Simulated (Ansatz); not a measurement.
## CsZnH3 in P4/mbm, a phase reached by a soft mode: a soft mode frozen in

Which phase does CsZnH3 in P4/mbm, a phase reached by a soft mode fall into along its unstable mode, and how much energy does it gain?

Calculated with Ansatz 0.2.0; DFT r2SCAN, scalar-relativistic, plane waves, PAW; PAW set soft_1.

The structure was built from a prototype and need not be the compound's stable phase.

**1. The structure**

Symmetry: P4/mbm, No. 127, tetragonal system. The conventional cell has a = 6.176 Å, b = 6.176 Å, c = 4.137 Å, α = 90.00°, β = 90.00°, γ = 90.00°. Nearest to Cs lie 12 H at 3.06 to 3.09 Å. Nearest to Zn lie 2 H at 1.62 Å. H has 2 Zn at 1.62 to 2.75 Å and 2 H at 2.63 Å and 4 Cs at 3.06 Å nearest. Nearest to H lie 2 Zn at 2.07 Å and 4 H at 2.63 Å and 4 Cs at 3.09 Å. Farther neighbours are not listed.

**2. Modes at Γ**

This phase was reached earlier by freezing in an unstable mode of a structure of higher symmetry and relaxing. Its zone-centre modes can show that it is still unstable.

Input file input.yaml:

```yaml
crystal:
  lattice:
    - [6.1764896935, 0.0, 0.0]
    - [0.0, 6.1764896935, 0.0]
    - [0.0, 0.0, 4.137498164]
  atoms:
    - { symbol: Cs, position: [0.5, 0.5, 0.0] }
    - { symbol: Cs, position: [0.0, 0.0, 0.0] }
    - { symbol: Zn, position: [0.0, 0.5, 0.5] }
    - { symbol: Zn, position: [0.5, 0.0, 0.5] }
    - { symbol: H, position: [0.1853965177, 0.3146034823, 0.5] }
    - { symbol: H, position: [0.8146034823, 0.6853965177, 0.5] }
    - { symbol: H, position: [0.3146034823, 0.8146034823, 0.5] }
    - { symbol: H, position: [0.6853965177, 0.1853965177, 0.5] }
    - { symbol: H, position: [0.0, 0.5, 0.0] }
    - { symbol: H, position: [0.5, 0.0, 0.0] }
kpoints:
  mp_grid: { grid: [4, 4, 6] }
hamiltonian:
  xc: r2scan
  pseudopotentials: { kind: paw, azcp: { folder: soft_1 } }
scf:
  occupations: { method: fixed }
output:
  eigenvalues: true
phonons:
  method: dfpt
  dielectric: true
  rigid_motions: translations
```

Command:

```console
> ansatz run input.yaml --threads 4 --pin off --max-ram 16384MiB --backend cpu --events-out ev --progress --plain --runs-dir out
```

Numbers of over 12 decimals in the logs are rounded to 6 here.

The program printed:

```text
Engine: ansatz 0.2.0, aarch64-unknown-linux-gnu
Pseudopotentials: kind: paw
Pseudopotential: Cs, paw, valence charge 9, recommended cutoff 500 eV (meta_gga), soft_1/Cs.paw.azcp
Pseudopotential: Zn, paw, valence charge 12, recommended cutoff 500 eV (meta_gga), soft_1/Zn.paw.azcp
Pseudopotential: H, paw, valence charge 1, recommended cutoff 500 eV (meta_gga), soft_1/H.paw.azcp
Functional definition: r2SCAN
  parameter k0 = 0.174
  parameter k1 = 0.065
  parameter a1 = 4.9479
  exchange = r2scan_x(k0 = k0, k1 = k1, a1 = a1)
  correlation = r2scan_c
Crystal: 10 atoms, lattice volume = 157.842 Å³
Basis set: ecut = 500 eV, 4031 PW (Γ), exchange–correlation on 288×288×192 points (216 copies of the dense FFT grid, shifted against one another)
Bands: 34, of which v1, the nominal top of the filled ones, is band 24 counted from 1 (23 counted from 0)
Symmetry: 16 space group operations
k-points: 52 of 96 (irreducible under 1 space group operation, time reversal used)
Non-local potential: Cs, projectors of the file, l = 0: 3, l = 1: 2, l = 2: 2, l = 3: 2
Non-local potential: Zn, projectors of the file, l = 0: 2, l = 1: 2, l = 2: 3, l = 3: 1
Non-local potential: H, projectors of the file, l = 0: 2, l = 1: 1
PAW form: soft (Blöchl's): semilocal exchange-correlation on the pseudo side does not see the compensation charge
PAW frozen core: Cs, regenerated for the run's functional (the file was generated under x = pbe(κ = 0.804, μ = 0.219515), c = pbe(β = 0.066725))
PAW frozen core: Zn, regenerated for the run's functional (the file was generated under x = pbe(κ = 0.804, μ = 0.219515), c = pbe(β = 0.066725))
PAW one-centre angular grid: Cs, 302 points (default); XC on 160 Gauss nodes
PAW one-centre angular grid: Zn, 590 points (default); XC on 160 Gauss nodes
PAW one-centre angular grid: H, 302 points (default); XC on 160 Gauss nodes
Initial density: superposition of atomic densities (chi_scale 0.1, normalization cell, long waves kept (reshape's long-wave potential 0.00 eV rms))
Initial wavefunctions: pseudopotential atomic-orbital guess
Functional: x = r2scan, c = r2scan; τ floored in thin density (d = 2e-4 eV/Å³)
SCF iter   1: F=—  HF=-18123.252888 eV  |F-HF|=—  |Δ(HF+E_count)|=         —  Δρ=9.94e-2  dr2=1.31e1  dr2_τ=4.44e-2  ethr=3.10e-3  ⟨swp⟩=5.0  Hψ=7648  notcnv=0  defer=390
preconditioner: auto → Resta (q_TF=auto, 2.237 Å⁻¹)  ε∞=4.9  [insulator: Δε(μ)=1.338 eV  Ē_g=9.929 eV  n_scr=30 (ndim 8)  ℏωp=19.6 eV  f_vac=0.001  ε∞_Penn≈4.9]
SCF iter   2: F=—  HF=-18120.642787 eV  |F-HF|=—  |Δ(HF+E_count)|=    2.61e0  Δρ=4.47e-2  dr2=1.85e0  dr2_τ=2.30e-2  ethr=3.10e-3  ⟨swp⟩=3.0  Hψ=4380  notcnv=0  defer=373
SCF iter   3: F=—  HF=-18119.942041 eV  |F-HF|=—  |Δ(HF+E_count)|=   7.01e-1  Δρ=1.73e-2  dr2=6.08e-1  dr2_τ=5.04e-3  ethr=3.10e-3  ⟨swp⟩=2.0  Hψ=3179  notcnv=0  defer=355
SCF iter   4: F=—  HF=-18119.941494 eV  |F-HF|=—  |Δ(HF+E_count)|=   5.47e-4  Δρ=8.03e-3  dr2=7.96e-2  dr2_τ=4.71e-4  ethr=1.27e-3  ⟨swp⟩=2.1  Hψ=2912  notcnv=0  defer=407
SCF iter   5: F=—  HF=-18119.963140 eV  |F-HF|=—  |Δ(HF+E_count)|=   2.16e-2  Δρ=2.34e-3  dr2=5.66e-3  dr2_τ=2.57e-5  ethr=1.66e-4  ⟨swp⟩=2.0  Hψ=2508  notcnv=0  defer=413
SCF iter   6: F=—  HF=-18119.963783 eV  |F-HF|=—  |Δ(HF+E_count)|=   6.43e-4  Δρ=2.68e-4  dr2=1.19e-4  dr2_τ=1.19e-6  ethr=1.18e-5  ⟨swp⟩=2.0  Hψ=2522  notcnv=0  defer=413
SCF iter   7: F=—  HF=-18119.963808 eV  |F-HF|=—  |Δ(HF+E_count)|=   2.57e-5  Δρ=1.57e-4  dr2=2.64e-5  dr2_τ=5.70e-8  ethr=2.49e-7  ⟨swp⟩=2.3  Hψ=2667  notcnv=0  defer=316
SCF iter   8: F=—  HF=-18119.963802 eV  |F-HF|=—  |Δ(HF+E_count)|=   6.51e-6  Δρ=7.86e-6  dr2=1.18e-7  dr2_τ=7.52e-9  ethr=5.49e-8  ⟨swp⟩=2.0  Hψ=2379  notcnv=0  defer=229
SCF iter   9: F=—  HF=-18119.963802 eV  |F-HF|=—  |Δ(HF+E_count)|=   1.84e-7  Δρ=7.74e-6  dr2=5.70e-8  dr2_τ=5.28e-10  ethr=2.46e-10  ⟨swp⟩=2.1  Hψ=2907  notcnv=0  defer=206
SCF iter  10: F=—  HF=-18119.963802 eV  |F-HF|=—  |Δ(HF+E_count)|=   1.06e-8  Δρ=4.57e-7  dr2=3.84e-10  dr2_τ=1.38e-11  ethr=1.19e-10  ⟨swp⟩=2.2  Hψ=2239  notcnv=0  defer=206
SCF iter  11: F=-18119.963802 eV  HF=-18119.963802 eV  |F-HF|=1.82e-11  |Δ(HF+E_count)|=  7.28e-11  Δρ=1.19e-7  dr2=2.29e-11  dr2_τ=6.31e-13  ethr=1.00e-12  ⟨swp⟩=16.3  Hψ=13600  notcnv=0
SCF 1 converged in 11 iterations: F = -18119.963802 eV  dr2 = 2.29e-11
  greatest PAW one-centre occupation: 0.985 electrons in one spin orbital (limit 2), on the Zn atom at site 3 (counted from 0), in its partial waves of l = 2
DFPT response loops at Γ: preconditioner auto → Resta (q_TF=auto, 2.237 Å⁻¹)  ε∞=6.5 (no band partly filled); β = 1.00, the filter's whole step (`scf.mixing.beta` (0.50) is not read by the response loops at its default; to damp them type it under 1.00, their step now; it binds the ground state too); Broyden in place of MSR1
── the response to a field inside a basis, on 4×4×6 k-points: an SCF that follows is theirs, and a resumed run solves both again ──
Bands: 25, of which v1, the nominal top of the filled ones, is band 24 counted from 1 (23 counted from 0)
k-points: 9 of 96
Initial density: handed on by an earlier stage of this run
Initial wavefunctions: pseudopotential atomic-orbital guess (no wavefunctions were taken with the density)
Eigensolver: Dense (9 Hₖ)
SCF iter   1: F=—  HF=-18119.885282 eV  |F-HF|=—  |Δ(HF+E_count)|=         —  Δρ=3.98e-4  dr2=7.27e-5  dr2_τ=1.59e-5  ethr=1.00e-1
preconditioner: auto → Resta (q_TF=auto, 2.237 Å⁻¹)  ε∞=6.0  [insulator: Δε(μ)=1.831 eV  Ē_g=8.760 eV  n_scr=30 (ndim 8)  ℏωp=19.6 eV  f_vac=0.001  ε∞_Penn≈6.0]
SCF iter   2: F=—  HF=-18119.885351 eV  |F-HF|=—  |Δ(HF+E_count)|=   6.99e-5  Δρ=3.59e-4  dr2=8.17e-5  dr2_τ=3.69e-6  ethr=1.52e-7
SCF iter   3: F=—  HF=-18119.885374 eV  |F-HF|=—  |Δ(HF+E_count)|=   2.27e-5  Δρ=1.05e-4  dr2=7.55e-6  dr2_τ=4.45e-7  ethr=1.52e-7
SCF iter   4: F=—  HF=-18119.885368 eV  |F-HF|=—  |Δ(HF+E_count)|=   6.33e-6  Δρ=1.74e-5  dr2=4.31e-7  dr2_τ=4.86e-9  ethr=1.57e-8
SCF iter   5: F=-18119.885368 eV  HF=-18119.885368 eV  |F-HF|=1.12e-8  |Δ(HF+E_count)|=   4.16e-7  Δρ=4.60e-6  dr2=1.50e-8  dr2_τ=1.37e-9  ethr=8.98e-10
SCF 1 converged in 5 iterations: F = -18119.885368 eV  dr2 = 1.50e-8
DFPT response loops at Γ: preconditioner auto → Resta (q_TF=auto, 2.237 Å⁻¹)  ε∞=5.7 (no band partly filled); β = 1.00, the filter's whole step (`scf.mixing.beta` (0.50) is not read by the response loops at its default; to damp them type it under 1.00, their step now; it binds the ground state too); Broyden in place of MSR1
WARN: field response: ε∞ stands inside a basis, on 4×4×6 points; the force constants stand on the 4×4×6 k-mesh, whose period is 11.52 times the interband length at k = (-0.5000, -0.5000, 0.0000), direct gap 2.286 eV, under 14: take them and everything formed from them as unconverged, and compare with a denser kpoints.mp_grid
SCF converged after 11 iterations
Free energy (F): -18119.963802 eV
Harris-Foulkes:  -18119.963802 eV  (|F-HF|=1.82e-11)
Internal energy: -18119.963802 eV  (E = F + TS)
E sigma→0 (E₀):  -18119.963802 eV
Fermi energy:    5.316354 eV
--- Per-component energies (eV) ---
  E_band       = -125.990661
  E_kinetic    = 659.886521
  E_local      = -5038.334730  (includes V_loc(G=0)·N_el)
  E_nonlocal   = 1695.657650
  E_hartree    = 1947.291469
  E_xc         = -530.755041
  E_vxc        = -478.384134  (∫ρ·V_xc dr)
  E_paw        = -14005.218708  (= ΣΔE_a)
  E_vpaw       = -881.427698  (= ΣTr[D̂ρ^β])
  E_aug_tail   = -0.000249  (compensation charges beyond the density's cutoff)
  E_vtau       = 22.029296  (kinetic-family band-sum trace: ∫τ·v_τ [+ j·A + Jᵃ·Aᵃ] dr)
  E_ewald      = -2848.225241
  E_core_change = -0.265473  (= ΣΔE_core)
  E_smearing   = -0.000000  (= −TS)
  E_closure    = -0.000000  (closes the sum)
  Σ components = -18119.963802   (vs F -18119.963802, Δ=0.00e0)
--- Band table (eV; the first three rows and the last of 52) ---
  k-point 0: bands = [... 20 lower, 2.2227, 2.2227, 4.8151, 4.9081, 8.5858, 8.6328, 8.9738, 8.9738, ... 6 higher]
  k-point 1: bands = [... 20 lower, 1.9965, 1.9965, 4.2406, 4.5567, 7.4066, 8.6535, 8.6535, 9.3784, ... 6 higher]
  k-point 2: bands = [... 20 lower, 1.5439, 1.5439, 2.8324, 3.2435, 7.0644, 8.1092, 8.1092, 10.0514, ... 6 higher]
  k-point 51: bands = [... 20 lower, 2.1837, 2.1837, 2.7001, 2.7001, 8.7180, 8.7180, 9.1645, 9.1645, ... 6 higher]
--- Phonons (Γ-DFPT): 8 representative perturbations + reference, on 52 of 96 k-points (Σ response iterations 55) ---
  k mesh reduced under 1 symmetry operation, with k and −k counted as one. Each operation leaves every solved perturbation unchanged. A smaller set is not considered because the functional reads the kinetic-energy density
  ASR residual: 8.845e-4 → 0.000e0 eV/Å²; symmetrization residual: 2.000e-6 eV/Å²
  ASR residual per site (eV/Å²): 8.84e-4 8.84e-4 1.24e-4 1.24e-4 2.20e-5 2.20e-5 2.20e-5 2.20e-5 3.12e-5 3.12e-5
  Γ frequencies (cm⁻¹): -519.67 -503.26 -55.44 -55.44 0.00 0.00 0.00 71.89 99.49 99.49 118.43 118.43 145.97 146.41 440.47 440.47 548.21 691.07 705.59 705.59 757.77 757.77 817.29 817.29 951.84 959.90 1400.71 1477.31 1477.31 1508.71
  ε∞ (high-frequency dielectric tensor):
        4.430381     0.000000     0.000000
        0.000000     4.430381     0.000000
        0.000000     0.000000     5.660048
  softest optical mode at Γ: -519.67 cm⁻¹; the repairs (sum rule, projections) moved no ω² at Γ by more than (4.96 cm⁻¹)²
  Born effective charges Z* (e; rows j = field, columns β = displacement):
    site 0:
         1.20369    0.05176    0.00000
        -0.05176    1.20369    0.00000
         0.00000    0.00000    0.84399
    site 1:
         1.20369   -0.05176    0.00000
         0.05176    1.20369    0.00000
         0.00000    0.00000    0.84399
    site 2:
         1.59851   -0.03366    0.00000
        -0.03366    1.59851    0.00000
         0.00000    0.00000    3.06426
    site 3:
         1.59851    0.03366    0.00000
         0.03366    1.59851    0.00000
         0.00000    0.00000    3.06426
    site 4:
        -0.95104    0.23111    0.00000
         0.23111   -0.95104    0.00000
         0.00000    0.00000   -1.00825
    site 5:
        -0.95104    0.23111    0.00000
         0.23111   -0.95104    0.00000
         0.00000    0.00000   -1.00825
    site 6:
        -0.95104   -0.23111    0.00000
        -0.23111   -0.95104    0.00000
         0.00000    0.00000   -1.00825
    site 7:
        -0.95104   -0.23111    0.00000
        -0.23111   -0.95104    0.00000
         0.00000    0.00000   -1.00825
    site 8:
        -0.90012    0.03713    0.00000
         0.03713   -0.90012    0.00000
         0.00000    0.00000   -1.89176
    site 9:
        -0.90012   -0.03713    0.00000
        -0.03713   -0.90012    0.00000
         0.00000    0.00000   -1.89176
  Z* charge neutrality: 6.365e-3 e pre-enforcement
  solved inside a basis spanned on kpoints, on 4×4×6 k-points, its susceptibility summed on 8×8×12: ε∞ is read to err by 1.9e-2, Z* by 1.8e-2 e (field_mesh: kpoints solves on kpoints); Z* is corrected for what the basis lacks
  optical modes at Γ without the LO–TO term, one row a degenerate level:
      ω (cm⁻¹)  modes    IR ((D/Å)²/amu)
       -519.67      1           253.8816
       -503.26      1             0.0000
        -55.44      2             1.1323
         71.89      1             0.0000
         99.49      2             0.1818
        118.43      2             2.0283
        145.97      1             0.0000
[...]
optical modes at Γ + LO–TO along q̂ = [1.0000, 0.0000, 0.0000]:
      ω (cm⁻¹)  modes    IR ((D/Å)²/amu)
[...]
optical modes at Γ + LO–TO along q̂ = [0.0000, 1.0000, 0.0000]:
      ω (cm⁻¹)  modes    IR ((D/Å)²/amu)
[...]
optical modes at Γ + LO–TO along q̂ = [0.0000, 0.0000, 1.0000]:
      ω (cm⁻¹)  modes    IR ((D/Å)²/amu)
[...]
440.47      2             1.1164
        548.21      1             0.0000
        615.50      1           257.9220
        691.07      1             0.0000
        705.59      2           138.5018
        757.77      2             0.0000
        817.29      2            19.2586
        951.84      1             0.0000
        959.91      1             0.0154
       1400.71      1             0.0000
       1477.31      2            92.0895
       1508.71      1             0.0000
```

Elapsed: 7.1 min, on 4 threads of Arm Neoverse V1, shared host; peak memory 4.9 GiB; 27 min of CPU time.

The column dr2 measures how far the density is from self-consistency, as an energy; F and HF (Harris–Foulkes) agree once it is small.

Numbers from this step:

```yaml
gap_on_the_k_mesh: 1.399 eV
volume_per_atom: 15.78 Å³
sum_rule_residual_before_enforcement: 8.84e-4 eV/Å²
miss_of_the_charge_sum_rule: 0.006365 e
estimated_error_of_the_dielectric_tensor: 0.01944
estimated_error_of_the_born_charges: 0.01787 e
point_group: 4/mmm
highest_optical_mode_at_the_zone_centre_no_lo_to_term: 1509 cm⁻¹
lowest_optical_zone_centre_mode: -519.7 cm⁻¹
mean_high_frequency_dielectric_constant: 4.840
largest_born_charge_third_of_the_trace: 2.087 e
top_of_the_zone_centre_spectrum_with_the_field: 1531 cm⁻¹
```

Patterns of degenerate modes are one choice out of their space. The modes at Γ (shares of kinetic energy by element, %) (negative means imaginary):

| mode | frequency (cm⁻¹) | symmetry | Cs % | Zn % | H % |
| --- | --- | --- | --- | --- | --- |
| 1 | -519.7 | A2u | 1 | 10 | 90 |
| 2 | -503.3 | B1u | 0 | 13 | 87 |
| 3 | -55.4 | Eu | 32 | 65 | 2 |
| 4 | -55.4 | Eu | 32 | 65 | 2 |
| 5 | 0.0 | acoustic | 66 | 32 | 1 |
| 6 | 0.0 | acoustic | 66 | 32 | 2 |
| 7 | 0.0 | acoustic | 66 | 32 | 2 |
| 8 | 71.9 | A1u | 100 | 0 | 0 |
| 9 | 99.5 | Eu | 66 | 33 | 1 |
| 10 | 99.5 | Eu | 66 | 33 | 1 |
| 11 | 118.4 | Eu | 35 | 63 | 2 |
| 12 | 118.4 | Eu | 35 | 63 | 2 |
| 13 | 146.0 | B1u | 0 | 87 | 13 |
| 14 | 146.4 | A2u | 33 | 58 | 9 |
| 15 | 440.5 | Eu | 0 | 1 | 99 |
| 16 | 440.5 | Eu | 0 | 1 | 99 |
| 17 | 548.2 | B1g | 0 | 0 | 100 |
| 18 | 691.1 | A2g | 0 | 0 | 100 |
| 19 | 705.6 | Eu | 0 | 2 | 98 |
| 20 | 705.6 | Eu | 0 | 2 | 98 |
| 21 | 757.8 | Eg | 0 | 0 | 100 |
| 22 | 757.8 | Eg | 0 | 0 | 100 |
| 23 | 817.3 | Eu | 0 | 2 | 98 |
| 24 | 817.3 | Eu | 0 | 2 | 98 |
| 25 | 951.8 | B1u | 0 | 0 | 100 |
| 26 | 959.9 | A2u | 0 | 0 | 100 |
| 27 | 1400.7 | A1g | 0 | 0 | 100 |
| 28 | 1477.3 | Eu | 0 | 2 | 98 |
| 29 | 1477.3 | Eu | 0 | 2 | 98 |
| 30 | 1508.7 | B2g | 0 | 0 | 100 |

Displacements in mode 1 (-519.7 cm⁻¹), the largest set to 1:
```
Cs1  0.00  0.00  0.01
Cs2  0.00  0.00  0.01
Zn3  0.00  0.00 -0.05
Zn4  0.00  0.00 -0.05
H5   0.00  0.00  0.53
H6   0.00  0.00  0.53
H7   0.00  0.00  0.53
H8   0.00  0.00  0.53
H9   0.00  0.00  1.00
H10  0.00  0.00  1.00
```

Displacements in mode 13 (146.0 cm⁻¹), the largest set to 1:
```
Cs1  0.00  0.00  0.00
Cs2  0.00  0.00  0.00
Zn3  0.00  0.00 -0.45
Zn4  0.00  0.00  0.45
H5   0.00  0.00 -0.69
H6   0.00  0.00 -0.69
H7   0.00  0.00  0.69
H8   0.00  0.00  0.69
H9   0.00  0.00 -1.00
H10  0.00  0.00  1.00
```

Before it was imposed, the acoustic sum rule was missed by 8.8e-4 eV/Å² and the charge sum rule by 0.0064 e. Small misses are needed for a sound result but don't prove that mesh and cutoff are converged. The lowest optical mode is imaginary, 519.7i cm⁻¹, so the energy falls along it.

The log warns of the k mesh: “the force constants stand on the 4×4×6 k-mesh, whose period is 11.52 times the interband length at k = (-0.5000, -0.5000, 0.0000), direct gap 2.286 eV, under 14: take them and everything formed from them as unconverged”.

**3. The mode frozen in, largest atomic shift 0 Å**

The mode followed lies at Γ with frequency 519.7i cm⁻¹, the softest among the wavevectors solved. At small amplitude the distorted cell has space group no. 100 by a symmetry search on the positions. The undistorted cell that holds it gives the zero of energy on the same k mesh.

input.yaml: that of step 2 with these lines changed.

```diff
@@ -22,8 +22,6 @@
 scf:
-  occupations: { method: fixed }
+  occupations: { method: gaussian, width: 0.02 }
 output:
+  forces: true
+  stress: true
   eigenvalues: true
-phonons:
-  method: dfpt
-  dielectric: true
-  rigid_motions: translations
```

The program printed:

```text
[...]
Crystal: 10 atoms, lattice volume = 157.842 Å³
Basis set: ecut = 500 eV, 4031 PW (Γ), exchange–correlation on 192×192×128 points (64 copies of the dense FFT grid, shifted against one another)
Bands: 34, of which v1, the nominal top of the filled ones, is band 24 counted from 1 (23 counted from 0)
Symmetry: 16 space group operations
[...]
k-points: 24 of 96
[...]
k-point 0: bands = [... 20 lower, 2.2227, 2.2227, 4.8151, 4.9080, 8.5859, 8.6328, 8.9737, 8.9737, ... 3 higher]
  k-point 1: bands = [... 20 lower, 1.9965, 1.9965, 4.2406, 4.5566, 7.4066, 8.6534, 8.6534, 9.3784, ... 3 higher]
  k-point 2: bands = [... 20 lower, 1.5439, 1.5439, 2.8323, 3.2435, 7.0644, 8.1092, 8.1092, 10.0514, ... 3 higher]
  k-point 23: bands = [... 20 lower, 2.1836, 2.1836, 2.7000, 2.7000, 8.7180, 8.7180, 9.1644, 9.1644, ... 3 higher]
[key lines of the parts left out:]
SCF converged after 9 iterations
Free energy (F): -18119.963803 eV
Fermi energy:    6.015598 eV
P = ⅓ Tr σ = 0.0034 GPa (0.034 kbar)
```

It took 6.9 s on 4 threads; peak memory 0.82 GiB; 26 s of CPU time.

This step gave:

```yaml
pressure: 0.003416 GPa
energy_from_the_undistorted_cell: 0 meV/atom
```

At this level the gap is 1.40 eV on the k-mesh of the self-consistent run, which can miss the band edges.

**4. The mode frozen in, largest atomic shift 0.32 Å**

The atoms are moved along the unstable eigenvector, the largest shift by 0.32 Å, with the cell fixed.

input.yaml, the sections that differ from step 3:

```yaml
crystal:
  lattice:
    - [6.1764896935, 0.0, 0.0]
    - [0.0, 6.1764896935, 0.0]
    - [0.0, 0.0, 4.137498164]
  atoms:
    - { symbol: Cs, position: [0.5, 0.5, -0.000733395] }
    - { symbol: Cs, position: [0.0, 0.0, -0.000733395] }
    - { symbol: Zn, position: [0.0, 0.5, 0.5039447903] }
    - { symbol: Zn, position: [0.5, 0.0, 0.5039447903] }
    - { symbol: H, position: [0.1853965177, 0.3146034823, 0.459088272] }
    - { symbol: H, position: [0.8146034823, 0.6853965177, 0.459088272] }
    - { symbol: H, position: [0.3146034823, 0.8146034823, 0.459088272] }
    - { symbol: H, position: [0.6853965177, 0.1853965177, 0.459088272] }
    - { symbol: H, position: [0.0, 0.5, -0.077341424] }
    - { symbol: H, position: [0.5, 0.0, -0.077341424] }
# kpoints, hamiltonian, scf, output: as in step 3
```

The program printed:

```text
[...]
Crystal: 10 atoms, lattice volume = 157.842 Å³
Basis set: ecut = 500 eV, 4031 PW (Γ), exchange–correlation on 192×192×128 points (64 copies of the dense FFT grid, shifted against one another)
Bands: 34, of which v1, the nominal top of the filled ones, is band 24 counted from 1 (23 counted from 0)
Symmetry: 8 space group operations
[...]
k-point 0: bands = [... 20 lower, 2.3163, 2.3163, 4.7417, 4.8136, 8.3436, 8.5963, 8.9867, 8.9867, ... 3 higher]
  k-point 1: bands = [... 20 lower, 2.0887, 2.0887, 4.1852, 4.4754, 7.3885, 8.6626, 8.6626, 9.3892, ... 3 higher]
  k-point 2: bands = [... 20 lower, 1.6346, 1.6346, 2.8556, 3.2879, 7.0789, 8.1153, 8.1153, 10.0831, ... 3 higher]
  k-point 23: bands = [... 20 lower, 2.2690, 2.2690, 2.8377, 2.8377, 8.6904, 8.6904, 9.1981, 9.1981, ... 3 higher]
[key lines of the parts left out:]
SCF converged after 9 iterations
Free energy (F): -18120.062501 eV
Fermi energy:    5.911019 eV
P = ⅓ Tr σ = 0.9856 GPa (9.856 kbar)
```

Elapsed: 9.7 s, on 4 threads; peak memory 0.72 GiB.

This step gave:

| Item | Value |
| --- | --- |
| pressure | 0.9856 GPa |
| gap on the k-mesh | 1.676 eV |
| energy from the undistorted cell | -9.87 meV/atom |

The energy, extrapolated to zero smearing, is -9.87 meV/atom against the undistorted cell.

The run ends at a pressure of 0.99 GPa, with forces up to 0.54 eV/Å.

[end of part 1 of 3]

[Logs are printed without paths, hosts, clocks, repeated set-up lines and the standing remarks that a program may print on its own settings, such as how far it seeks lower states.]

[Hosts, paths, dates, database ids (printed as entryN), source tags and the programs' standing remarks are cut or masked in the printed files.]
